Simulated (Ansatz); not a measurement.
# H on Ni(111): change of the work function, part 2 of 3

Aim: the work function of Ni(111) at several coverages of H (fcc site), and the dipole that each adsorbate carries.

Ansatz 0.2.0; plane-wave DFT, PBE, Ansatz PAW.

So far, work function, upper face (eV): step 2 (the clean slab) 5.07; step 3 (37 atoms, coverage 0.111 ML, cell 3x3) 5.10.

**4. The covered slab, k-mesh 6×6×1, coverage 0.25 ML**

System of this step: Ni16H (H/Ni(111)). The cell holds 17 atoms: 16 Ni and 1 H. Its edges and angles: a = 4.978 Å, b = 4.978 Å, c = 24.758 Å, α = 90.0°, β = 90.0°, γ = 60.0°. Vacuum lies along c.

Another coverage, to see how the dipoles act on each other as their distance changes.

input.yaml reads:

```yaml
crystal:
  lattice:
    - [4.9780317395, 0.0, 0.0]
    - [2.4890158698, 4.3111019473, 0.0]
    - [0.0, 0.0, 24.7584844451]
  atoms:
    - { symbol: Ni, position: [0.0, 0.0, 0.3635117497], spin: 0.7 }
    - { symbol: Ni, position: [0.1666666667, 0.1666666667, 0.4455956491], spin: 0.72 }
    - { symbol: Ni, position: [0.3333333333, 0.3333333333, 0.5274065665], spin: 0.72 }
    - { symbol: Ni, position: [0.0, 0.0, 0.6083961345], spin: 0.7 }
    - { symbol: Ni, position: [0.0, 0.5, 0.3635117497], spin: 0.7 }
    - { symbol: Ni, position: [0.1666666667, 0.6666666667, 0.4455956491], spin: 0.72 }
    - { symbol: Ni, position: [0.3333333333, 0.8333333333, 0.5274065665], spin: 0.72 }
    - { symbol: Ni, position: [0.0, 0.5, 0.6083961345], spin: 0.7 }
    - { symbol: Ni, position: [0.5, 0.0, 0.3635117497], spin: 0.7 }
    - { symbol: Ni, position: [0.6666666667, 0.1666666667, 0.4455956491], spin: 0.72 }
    - { symbol: Ni, position: [0.8333333333, 0.3333333333, 0.5274065665], spin: 0.72 }
    - { symbol: Ni, position: [0.5, 0.0, 0.6083961345], spin: 0.7 }
    - { symbol: Ni, position: [0.5, 0.5, 0.3635117497], spin: 0.7 }
    - { symbol: Ni, position: [0.6666666667, 0.6666666667, 0.4455956491], spin: 0.72 }
    - { symbol: Ni, position: [0.8333333333, 0.8333333333, 0.5274065665], spin: 0.72 }
    - { symbol: Ni, position: [0.5, 0.5, 0.6083961345], spin: 0.7 }
    - { symbol: H, position: [0.1666666667, 0.1666666667, 0.6364882503] }
magnetization:
  spin_polarized: true
kpoints:
  mp_grid: { grid: [6, 6, 1] }
hamiltonian:
  xc: pbe
scf:
  occupations: { method: fermi_dirac, width: 0.1 }
  convergence: { dr2_threshold: 1.0e-08 }
efield:
  axis: 3
  dipole_correction: true
  ramp_position: 0.97
  ramp_width: 0.06
relax:
  f_tol: 0.02
  max_steps: 60
  constraints: [{ sites: [0, 1, 4, 5, 8, 9, 12, 13] }]
output:
  dos: { projected: true, e_range: [-8, 4] }
  write_potential: true
  write_density: true
  volumetric_format: npy
  elf: true
```

On the command line:

```console
ansatz run input.yaml --threads 4 --pin off --max-ram 16384MiB --backend cpu --events-out ev --progress --plain --runs-dir out
```

Run time: 5.8 min. Hardware: 4 threads of Arm Neoverse V1, shared host; peak memory 2.9 GiB.

Relaxation path:

```
step  energy less that of the first step (eV)  largest force component (eV/Å)
   1                                   0.0000                          1.0320
   2                                  -0.0780                          0.6300
   3                                  -0.1221                          0.0547
   4                                  -0.1225                          0.0277
   5                                  -0.1226                          0.0007
```

Forces are held to the 6 operations that the program found; a distortion that breaks them can't arise in this run.

The atoms that moved most (Å):

```
atom      dx      dy      dz  length
 H17   0.000   0.000   0.229   0.229
 Ni4  -0.007  -0.004   0.023   0.025
Ni12   0.007  -0.004   0.023   0.025
 Ni8   0.000   0.009   0.023   0.025
Ni15   0.000   0.000   0.016   0.016
Ni16   0.000   0.000  -0.014   0.014
 Ni7   0.000   0.000  -0.005   0.005
Ni11   0.000   0.000  -0.005   0.005
```

The relaxed structure:

```cif
data_structure
_symmetry_space_group_name_H-M 'P 1'
_symmetry_Int_Tables_number 1
_cell_length_a 4.9780
_cell_length_b 4.9780
_cell_length_c 24.7585
_cell_angle_alpha 90.000
_cell_angle_beta 90.000
_cell_angle_gamma 60.000
_cell_volume 531.34
loop_
_atom_site_label
_atom_site_type_symbol
_atom_site_fract_x
_atom_site_fract_y
_atom_site_fract_z
_atom_site_occupancy
Ni1 Ni 0.00000 0.00000 0.36351 1
Ni2 Ni 0.16667 0.16667 0.44560 1
Ni3 Ni 0.33336 0.33336 0.52719 1
Ni4 Ni 0.99901 0.99901 0.60933 1
Ni5 Ni 0.00000 0.50000 0.36351 1
Ni6 Ni 0.16667 0.66667 0.44560 1
Ni7 Ni 0.33336 0.83329 0.52719 1
Ni8 Ni 0.99901 0.50199 0.60933 1
Ni9 Ni 0.50000 0.00000 0.36351 1
Ni10 Ni 0.66667 0.16667 0.44560 1
Ni11 Ni 0.83329 0.33336 0.52719 1
Ni12 Ni 0.50199 0.99901 0.60933 1
Ni13 Ni 0.50000 0.50000 0.36351 1
Ni14 Ni 0.66667 0.66667 0.44560 1
Ni15 Ni 0.83333 0.83333 0.52804 1
Ni16 Ni 0.50000 0.50000 0.60783 1
H17 H 0.16667 0.16667 0.64573 1
```

This step gave:

```yaml
energy_at_zero_smearing: -93446.7515 eV
total_moment: 10.17 μB
work_function_upper_face: 5.101 eV
work_function_lower_face: 5.076 eV
dipole_along_the_normal: -0.002884 e·Å
step_between_the_vacuum_levels: 0.02432 eV
```

The density of states has structure finer than the step of the table below, so its rows give means over 0.5 eV. Peaks (eV: height): total -2.50: 62.0, -2.29: 48.8, -2.08: 75.8, -1.65: 88.7, -1.50: 59.8, -0.96: 70.2, -0.63: 70.3; up -2.71: 25.2, -2.50: 30.2, -2.32: 32.3, -2.08: 51.3, -1.65: 49.3, -1.14: 32.2, -0.69: 45.0; down -2.50: 31.7, -1.65: 39.4, -1.50: 40.1, -1.41: 29.3, -0.96: 46.1, -0.03: 38.8, 0.12: 33.2.

Density of states against energy, zero at the Fermi level; means over each step; values in states/eV a cell:

```
energy (eV)  total     up   down
       -7.5   1.74  0.870  0.866
       -7.0   2.66   1.37   1.29
       -6.5   1.84  0.925  0.916
       -6.0   4.13   2.07   2.06
       -5.5   2.29   1.17   1.12
       -5.0   5.91   3.46   2.45
       -4.5   8.75   6.33   2.42
       -4.0   19.6   12.9   6.65
       -3.5   22.4   12.3   10.0
       -3.0   24.9   13.8   11.1
       -2.5   35.0   21.6   13.4
       -2.0   38.9   22.3   16.6
       -1.5   47.3   20.7   26.6
       -1.0   45.3   27.0   18.3
       -0.5   41.6   20.1   21.6
        0.0   27.8   2.74   25.1
        0.5   10.4   2.81   7.60
        1.0   5.92   2.79   3.13
        1.5   5.57   2.69   2.89
```

Projected DOS per atom over height of the atomic layer and energy from the Fermi level. Layers: Ni4 Ni4 Ni4 Ni4 H from below.

Ten even steps from '0' (0.02 states/eV) to '9' (3.39 states/eV), each cell a mean:
```
00000
00000
10000
22220
54450
86780
97790
97780
86680
77770
45540
34530
24420
13320
11100
01100
00000
00001
00000
00001
00000
00000
```
Columns: height of the atomic layer (Å) from 9 to 16.0 (not evenly spaced); rows upwards: energy from the Fermi level (eV) from -7.96 to 1.95.

Projected DOS per atom, spin up over height of the atomic layer and energy from the Fermi level. Layers: Ni4 Ni4 Ni4 Ni4 H from below.

Ten even steps from '_' (0.01 states/eV) to '@' (2.13 states/eV), each cell a mean:
```
__________
__________
__________
__________
__________
++++****__
@@####@@__
##++++**__
##====##__
%%######__
==++++==__
--------__
::==++::__
..----..__
__::..____
__....____
__________
__________
__________
__________
__________
__________
```
Columns: height of the atomic layer (Å) from 9 to 16.0 (not evenly spaced); rows upwards: energy from the Fermi level (eV) from -7.96 to 1.95.

Projected DOS per atom, spin down over height of the atomic layer and energy from the Fermi level. Layers: Ni4 Ni4 Ni4 Ni4 H from below.

Ten even steps from '0' (0.01 states/eV) to '9' (1.84 states/eV), each cell a mean:
```
00000
00000
11010
33330
98880
86680
65560
97780
76680
34440
34330
24520
12220
12210
01000
00000
00000
00001
00000
00001
00000
00000
```
Columns: height of the atomic layer (Å) from 9 to 16.0 (not evenly spaced); rows upwards: energy from the Fermi level (eV) from -7.96 to 1.95.

Site moment by atom:

```
atom  site moment (μB)
 Ni1             0.701
 Ni2             0.709
 Ni3             0.719
 Ni4             0.511
 Ni5             0.701
 Ni6             0.718
 Ni7             0.719
 Ni8             0.511
 Ni9             0.701
Ni10             0.718
Ni11             0.719
Ni12             0.511
Ni13             0.715
Ni14             0.718
Ni15             0.623
Ni16             0.721
 H17            -0.006
```

Spin density in the ca plane at fractional y = 0.167, with atoms of Ni and H within 0.2 Å of it.

Values in units of 1e-1 e/Å³, 7 rows by 16 columns, each cell a mean:
```
 0.0  0.4  0.0  0.0 -0.1  0.4  0.1  0.3  0.1  0.0  0.0  0.0  0.0  0.0  0.0  0.0
 0.0  0.0  0.0  3.8  0.7  0.0  0.0  0.0  0.0  0.0  0.0  0.0  0.0  0.0  0.0  0.0
 0.0 -0.1  0.0  8.9  1.6 -0.1 -0.1 -0.1 -0.1  0.0  0.0  0.0  0.0  0.0  0.0  0.0
 0.0  0.3  0.0  0.2  0.0  0.2  0.0  0.2  0.0  0.0  0.0  0.0  0.0  0.0  0.0  0.0
 0.0  0.2  0.0  0.4  0.0  0.2  0.0  0.1  0.0  0.0  0.0  0.0  0.0  0.0  0.0  0.0
 0.0 -0.1  0.0  9.8  1.8 -0.1 -0.1  0.0 -0.1  0.0  0.0  0.0  0.0  0.0  0.0  0.0
 0.0  0.0  0.0  2.6  0.5  0.0  0.0  0.0  0.0  0.0  0.0  0.0  0.0  0.0  0.0  0.0
```
Columns run along c (16.0 Å, from fractional 0.30 to 0.95 of the cell), rows up along a (5.0 Å). Atoms in or near the plane, at fractional coordinates: Ni at (0.45, 0.17), Ni at (0.45, 0.67), H at (0.65, 0.17).

Valence density in the ca plane at fractional y = 0.167, with atoms of Ni and H within 0.2 Å of it. It is the smooth field of the valence electrons, not physical close to the nuclei.

Ten steps, logarithmic in the rise over the least value, from '0' (0 e/Å³) to '9' (45 e/Å³), each cell a mean:
```
00023211011101232111232100000000000000000000
00012211111111122111222100000000000000000000
00011111245311111101111000000000000000000000
00001111489621111000010000000000000000000000
00001111489621110000010000000000000000000000
00011111256411111100111000000000000000000000
00012211112111122111222100000000000000000000
00023211011101233111232100000000000000000000
00012111123211122111121100000000000000000000
00001111367521111000111110000000000000000000
00001111489731110000011221000000000000000000
00001111378521111000111210000000000000000000
00012111123211111101121100000000000000000000
```
Columns run along c (16.0 Å, from fractional 0.30 to 0.95 of the cell), rows up along a (5.0 Å). Atoms in or near the plane, at fractional coordinates: Ni at (0.45, 0.17), Ni at (0.45, 0.67), H at (0.65, 0.17).

ELF of down spins in the ca plane at fractional y = 0.167, with atoms of Ni and H within 0.2 Å of it. It is the smooth field of the valence electrons, not physical close to the nuclei.

Values, 7 rows by 16 columns, each cell a mean:
```
0.16 0.20 0.22 0.23 0.25 0.20 0.21 0.20 0.20 0.13 0.02 0.00 0.00 0.00 0.00 0.00
0.24 0.24 0.24 0.32 0.24 0.24 0.23 0.23 0.26 0.14 0.02 0.00 0.00 0.00 0.00 0.00
0.27 0.31 0.27 0.43 0.27 0.30 0.25 0.27 0.32 0.16 0.02 0.00 0.00 0.00 0.00 0.00
0.18 0.20 0.22 0.22 0.24 0.20 0.21 0.20 0.20 0.12 0.02 0.00 0.00 0.00 0.00 0.00
0.19 0.20 0.22 0.22 0.24 0.20 0.21 0.19 0.32 0.33 0.03 0.00 0.00 0.00 0.00 0.00
0.27 0.32 0.27 0.46 0.27 0.31 0.25 0.26 0.85 0.77 0.08 0.00 0.00 0.00 0.00 0.00
0.22 0.23 0.24 0.28 0.24 0.23 0.22 0.20 0.55 0.54 0.05 0.00 0.00 0.00 0.00 0.00
```
Columns run along c (16.0 Å, from fractional 0.30 to 0.95 of the cell), rows up along a (5.0 Å). Atoms in or near the plane, at fractional coordinates: Ni at (0.45, 0.17), Ni at (0.45, 0.67), H at (0.65, 0.17).

The relaxation took 5 steps and lowered the energy by 0.12 eV; the largest force on the free atoms ends at 7.3e-4 eV/Å.

By hand: a sheet of dipoles makes a step −p/(ε₀A) in the electron's potential. With e/ε₀ = 180.95 V·Å, p = -0.002884 e·Å and A = 21.46 Å², that is −180.95 × (-0.002884) / 21.46 = +0.024 eV, and the two vacuum levels of the run differ by +0.024 eV.

The covered face has 5.10 eV, +0.03 eV against the clean one; the bare back face has moved by -0.01 eV, a measure of how thin the slab is.

**5. The covered slab, k-mesh 6×6×1, coverage 0.5 ML**

System of this step: Ni8H (H/Ni(111)). The cell holds 18 atoms: 16 Ni and 2 H. Its edges and angles: a = 4.978 Å, b = 4.978 Å, c = 24.758 Å, α = 90.0°, β = 90.0°, γ = 60.0°. Vacuum lies along c.

input.yaml, as its differences from that of step 4:

```diff
@@ -23,2 +23,3 @@
     - { symbol: H, position: [0.1666666667, 0.1666666667, 0.6364882503] }
+    - { symbol: H, position: [0.6666666667, 0.1666666667, 0.6364882503] }
 magnetization:
```

Wall time 9.6 min (4 threads); peak memory 3.5 GiB; 38 min of CPU time.

Step by step:

```
step  energy less that of the first step (eV)  largest force component (eV/Å)
   1                                   0.0000                          0.9672
   2                                  -0.1379                          0.5844
   3                                  -0.2135                          0.0540
   4                                  -0.2150                          0.0183
```

The run keeps the 4 symmetry operations that the program found, so distortions that break them were not tested.

The atoms that moved most (Å):

```
atom     dx      dy      dz  length
 H18  0.000  -0.023   0.223   0.225
 H17  0.000  -0.023   0.223   0.225
 Ni4  0.000  -0.016   0.049   0.052
Ni12  0.000  -0.016   0.049   0.052
Ni11  0.000   0.000  -0.011   0.011
 Ni3  0.000   0.000  -0.011   0.011
 Ni7  0.000  -0.001   0.011   0.011
Ni15  0.000  -0.001   0.011   0.011
```

The relaxed structure:

```xyz
18
Lattice="4.9780 0.0000 0.0000 2.4890 4.3111 0.0000 0.0000 0.0000 24.7585" Properties=species:S:1:pos:R:3
Ni    0.0000    0.0000    9.0000
Ni    1.2445    0.7185   11.0323
Ni    2.4890    1.4369   13.0465
Ni    0.0000   -0.0165   15.1120
Ni    1.2445    2.1556    9.0000
Ni    2.4890    2.8741   11.0323
Ni    3.7335    3.5920   13.0683
Ni    1.2445    2.1571   15.0705
Ni    2.4890    0.0000    9.0000
Ni    3.7335    0.7185   11.0323
Ni    4.9780    1.4369   13.0465
Ni    2.4890   -0.0165   15.1120
Ni    3.7335    2.1556    9.0000
Ni    4.9780    2.8741   11.0323
Ni    6.2225    3.5920   13.0683
Ni    3.7335    2.1571   15.0705
H     1.2445    0.6956   15.9819
H     3.7335    0.6956   15.9819
```

The density of states has structure finer than the step of the table below, so its rows give means over 0.25 eV. Peaks (eV: height): total -2.200: 55.3, -2.080: 63.4, -1.650: 65.0, -1.560: 72.6, -1.380: 50.6, -0.990: 58.7, -0.660: 71.2; up -2.680: 29.6, -2.200: 46.9, -2.110: 35.9, -1.650: 38.7, -1.560: 50.2, -1.140: 32.1, -0.750: 47.8; down -2.080: 29.5, -1.680: 33.0, -1.530: 39.2, -1.380: 35.2, -0.120: 30.2, 0.150: 33.3, 0.210: 33.1.

The density of states by energy, zero at the Fermi level; means over each step; values in states/eV a cell:

```
energy (eV)  total     up   down
      -7.75   2.10   1.05   1.05
      -7.50   2.52   1.27   1.25
      -7.25   2.73   1.38   1.35
      -7.00   2.04   1.02   1.02
      -6.75   1.95  0.992  0.958
      -6.50   1.61  0.857  0.754
      -6.25   3.67   1.95   1.72
      -6.00   4.22   2.00   2.22
      -5.75   5.89   3.76   2.13
      -5.50   4.03   1.59   2.44
      -5.25   3.03   1.62   1.41
      -5.00   5.52   3.66   1.86
      -4.75   6.48   3.35   3.12
      -4.50   9.17   6.60   2.56
      -4.25   11.1   6.33   4.76
      -4.00   18.9   12.6   6.38
      -3.75   22.5   15.3   7.12
      -3.50   21.1   11.4   9.70
      -3.25   24.3   12.0   12.4
      -3.00   28.4   16.5   11.9
      -2.75   26.2   16.1   10.1
      -2.50   37.5   20.3   17.2
      -2.25   41.7   29.2   12.5
      -2.00   44.3   23.7   20.6
      -1.75   42.1   16.9   25.2
      -1.50   51.0   25.4   25.6
      -1.25   37.7   20.2   17.5
      -1.00   49.7   27.8   22.0
      -0.75   53.0   35.4   17.6
      -0.50   42.9   18.5   24.4
      -0.25   26.1   3.60   22.5
       0.00   30.2   4.28   25.9
       0.25   23.6   3.07   20.6
       0.50   6.45   2.54   3.91
       0.75   7.15   1.90   5.25
       1.00   5.87   3.41   2.46
       1.25   6.14   3.09   3.05
       1.50   5.67   2.09   3.58
       1.75   5.42   2.05   3.37
```

The relaxation took 4 steps and lowered the energy by 0.21 eV; the largest force on the free atoms ends at 0.018 eV/Å.

The covered face has 5.11 eV, +0.04 eV against the clean one; the bare back face has moved by -0.01 eV, a measure of how thin the slab is.

(Continued in part 3 of 3.)

[Long decimals in the printed logs are rounded to 6 places.]

[Logs are printed without paths, hosts, clocks, repeated set-up lines and the standing remarks that a program may print on its own settings, such as how far it seeks lower states.]

[Hosts, paths, dates, database ids (printed as entryN), source tags and the programs' standing remarks are cut or masked in the printed files.]

[Maps of the electrostatic potential energy from Ansatz leave out the sawtooth potential of an applied field or a dipole correction, so their vacuum need not be flat; planar profiles and work functions include it.]

[The density of states shown here was stored with 400 of the rows of the run's finer table, so its peaks can read low, often by over a quarter, or be missed, and its means over a window can be off by a tenth or more.]
